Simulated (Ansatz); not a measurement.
Consider Rb2VCl6 (started from the K2PtCl6 type) (Fm-3m).

The structure was built from a prototype and need not be the compound's stable phase.

Symmetry: Fm-3m, No. 225, cubic system. The conventional cell has a = 9.473 Å, b = 9.473 Å, c = 9.473 Å, α = 90.00°, β = 90.00°, γ = 90.00°. Nearest to Rb lie 12 Cl at 3.35 Å. Nearest to V lie 6 Cl at 2.28 Å. Nearest to Cl lie 1 V at 2.28 Å and 4 Rb at 3.35 Å. Farther neighbours and most contacts between anions are not listed.

```
Rb V Cl
1.0
     4.73661    0.00000    4.73661
     4.73661    4.73661    0.00000
     0.00000    4.73661    4.73661
Rb V Cl
2 1 6
Direct
  0.25000 0.25000 0.25000
  0.75000 0.75000 0.75000
  0.00000 0.00000 0.00000
  0.24028 0.24028 0.75972
  0.75972 0.75972 0.24028
  0.24028 0.75972 0.24028
  0.75972 0.24028 0.75972
  0.75972 0.24028 0.24028
  0.24028 0.75972 0.75972
```

The structure was relaxed with LDA. The structure type comes from a generator and need not be one that this composition takes. The structure was generated from a model, not taken from a measurement. The runs that relaxed it are not among those shown. The program's search for lower electronic states was switched off, so nothing shows that the state found is the lowest. PAW set soft_2, made with PBE.

A constrained-RPA run (Ansatz 0.2.0; non-magnetic LDA; V d, bands v1 to c4, 2×2×2 mesh, medium accuracy) builds 5 functions on bands 2.7 eV wide, with 1.0 electrons in the window. The bare on-site interaction is 14.4 eV and the bare J 0.44 eV.

Question: Estimate U, U′ and J.

On the V d shell, U = 3.29 eV (23 % of the bare value), U′ = 2.58 eV, J = 0.32 eV.

The parent state is non-magnetic and the interaction static (zero frequency); U depends on the window and the orbitals, so it belongs to this model alone. Coarse meshes can leave U off its limit, most where the target bands are metallic.

[Paths, hosts, dates, memory and timing lines, banners, echoed tables and standing remarks are left out of the program output.]

[Logs are printed without paths, hosts, clocks, repeated set-up lines and the standing remarks that a program may print on its own settings, such as how far it seeks lower states.]

[Runs of the session that timed out or met a known fault of the program may be left out.]

[Hosts, paths, dates, database ids (printed as entryN), source tags and the programs' standing remarks are cut or masked in the printed files.]
